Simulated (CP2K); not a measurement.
Consider 2-fluorocarbonylfuran at its PBE geometry (Å).

```xyz
11

O     2.7610   -0.9178   -0.6442
C     2.0456   -0.1095   -0.1194
F     2.5809    0.9887    0.5370
C     0.6037   -0.0627   -0.0384
C    -0.2934    0.8277    0.5117
C    -1.5885    0.3170    0.2273
C    -1.3942   -0.8484   -0.4724
O    -0.0659   -1.0992   -0.6457
H    -0.0369    1.7348    1.0456
H    -2.5448    0.7498    0.5005
H    -2.0675   -1.5805   -0.9020
```

Method: CP2K XAS_TDP, all-electron GAPW, PBEh(45%), aug-cc-pVDZ, TDA, GW2X-corrected core level, no relativity.

Q: Where do the C K-edge lines lie, and how strong are they?

Leading lines: C2 290.46 eV, C4 288.18 eV, C5 287.00 eV, C6 288.06 eV and C7 288.09 eV. The leading line of an atom is its first one with 35 % of the strongest within 2.5 eV of its lowest line over the strength cut. Core ionisation energies at this level: C5 293.14, C6 292.91, C7 294.33, C2 297.68 and C4 294.05 eV.

The first six lines of each atom with a strength over 0.0015:

```tsv
atom	energy (eV)	states	strength, one atom	above the computed threshold
C2 (bonded to C, F and O)	290.46	1	0.0640	
	295.23	1	0.0457	
	295.62	1	0.0151	
	296.31	1	0.0080	
	296.97	1	0.0022	
	297.48	1	0.0029	
C4 (bonded to 2 C and O)	288.18	1	0.0275	
	291.60	1	0.0250	
	292.09	1	0.0257	
	292.51	1	0.0090	
	292.68	1	0.0150	
	293.72	1	0.0044	
C5 (bonded to 2 C and H)	287.00	1	0.0469	
	290.63	1	0.0068	
	291.02	1	0.0097	
	292.00	1	0.0036	
	292.24	1	0.0016	
	292.55	1	0.0030	
C6 (bonded to 2 C and H)	288.06	1	0.0340	
	288.87	1	0.0195	
	290.64	1	0.0109	
	291.83	1	0.0033	
	292.22	1	0.0025	
	292.35	1	0.0032	
C7 (bonded to C, O and H)	288.09	1	0.0526	
	291.71	1	0.0059	
	292.04	1	0.0176	
	292.72	1	0.0162	
	293.12	1	0.0049	
	293.65	2	0.0102
```

Lines are vertical, at one geometry, with no vibrational structure. GW2X ionisation energies and lines can be off by 1 to 2 eV either way, and a good line position may hide errors that cancel. These values hold no scalar relativity, about 0.1 eV for C 1s. Rydberg lines, and the discretised continuum above threshold, depend on the basis and the box.

[Banner, clock and machine lines of the logs are left out without a mark of their own.]

[Logs are printed without paths, hosts, clocks, repeated set-up lines and the standing remarks that a program may print on its own settings, such as how far it seeks lower states.]

[Hosts, paths, dates, database ids (printed as entryN), source tags and the programs' standing remarks are cut or masked in the printed files.]
